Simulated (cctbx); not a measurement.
# Interatomic vectors of Zn2S3O8

Space group C2/c (no. 15), a = 12.3870 Å, b = 5.1440 Å, c = 11.5450 Å, α = 90.00°, β = 101.53°, γ = 90.00°, content Zn8 S12 O32.

Simulated single-crystal data (cctbx): Mo Kα, λ = 0.71073 Å, to d = 0.8 Å, 70 % of the full sphere, strongest reflection 40000 counts, noise from counting, a 2 % proportional error and a noise floor of 8 counts (s.d.); no absorption.

Patterson synthesis from sharpened amplitudes, origin scaled to 1000:

```text
Patterson group C 1 2/m 1
      u       v       w   height  length (A)
  0.000   0.000   0.000   1000.0     0.00
  0.000   0.397   0.500    439.2     6.12
  0.052   0.500   0.807    332.4     3.54
  0.143   0.500   0.103    316.3     3.21
  0.095   0.000   0.297    289.1     3.40
  0.052   0.099   0.308    170.8     3.53
  0.142   0.103   0.604    160.4     5.25
  0.224   0.343   0.098    152.8     3.30
  0.103   0.377   0.797    150.0     3.48
  0.229   0.051   0.597    141.6     5.92
  0.034   0.193   0.159     98.3     2.06
  0.151   0.162   0.005     81.3     2.03
  0.086   0.090   0.469     72.2     5.32
  0.080   0.317   0.963     71.6     2.00
```

Q: Assign the vectors.

A peak at u stands for all pairs with xi − xj = u, with weight Σ ZiZj against Σ Z² = 12320 at the origin. Peak heights follow these weights only roughly, since form factors, motion and series ripples differ, all vectors within 0.55 Å of a peak are counted as merged into it though the farther ones add only part of their weight, and F(000) is left out, which lowers the whole map:

| u | v | w | shortest length (Å) | height | 1000 ΣZiZj/ΣZ² | pairs in the cell |
| --- | --- | --- | --- | --- | --- | --- |
| 0.000 | 0.397 | 0.500 | 6.12 | 439 | 375 | 4 × Zn–Zn, 4 × S–S |
| 0.052 | 0.500 | 0.807 | 3.55 | 332 | 292 | 4 × Zn–Zn |
| 0.143 | 0.500 | 0.103 | 3.21 | 316 | 332 | 8 × Zn–S, 4 × O–O |
| 0.095 | 0.000 | 0.297 | 3.40 | 289 | 312 | 8 × Zn–S |
| 0.052 | 0.099 | 0.308 | 3.52 | 171 | 188 | 2 × Zn–Zn, 8 × O–O |
| 0.142 | 0.103 | 0.604 | 5.24 | 160 | 156 | 4 × Zn–S |
| 0.224 | 0.343 | 0.098 | 3.29 | 153 | 156 | 4 × Zn–S |
| 0.103 | 0.377 | 0.797 | 3.48 | 150 | 260 | 4 × Zn–S, 4 × S–S, 4 × O–O |
| 0.229 | 0.051 | 0.597 | 5.66 | 142 | 239 | 4 × Zn–S, 4 × S–S |
| 0.034 | 0.193 | 0.159 | 2.06 | 98 | 197 | 8 × Zn–O, 4 × S–O |

The table stops at ten peaks or at a height of 45, below which ripples compete. In the model behind the data Zn, the heaviest element, has 1 independent site: (0.7248, 0.2018, 0.3474), up to an allowed shift of origin; the Zn–Zn vectors are differences of these positions and their symmetry mates. The whole model:

| atom | mult. | x | y | z | Ueq (Å²) |
| --- | --- | --- | --- | --- | --- |
| Zn1 | 8 | 0.7248 | 0.2018 | 0.3474 | 0.0156 |
| S1 | 8 | 0.6331 | 0.8029 | 0.5492 | 0.0176 |
| S2 | 4 | 0 | 0.6276 | 3/4 | 0.0210 |
| O1 | 8 | 0.5781 | 0.0793 | 0.3540 | 0.0283 |
| O2 | 8 | 0.7483 | 0.4930 | 0.4714 | 0.0283 |
| O3 | 8 | 0.6924 | 0.6195 | 0.6869 | 0.0238 |
| O4 | 8 | 0.6140 | 0.1200 | 0.6366 | 0.0262 |

The model was made for the exercise: a known structure type with other elements put in, its volume estimated, not relaxed; displacement parameters are assumed.

[Logs are printed without paths, hosts, clocks, repeated set-up lines and the standing remarks that a program may print on its own settings, such as how far it seeks lower states.]
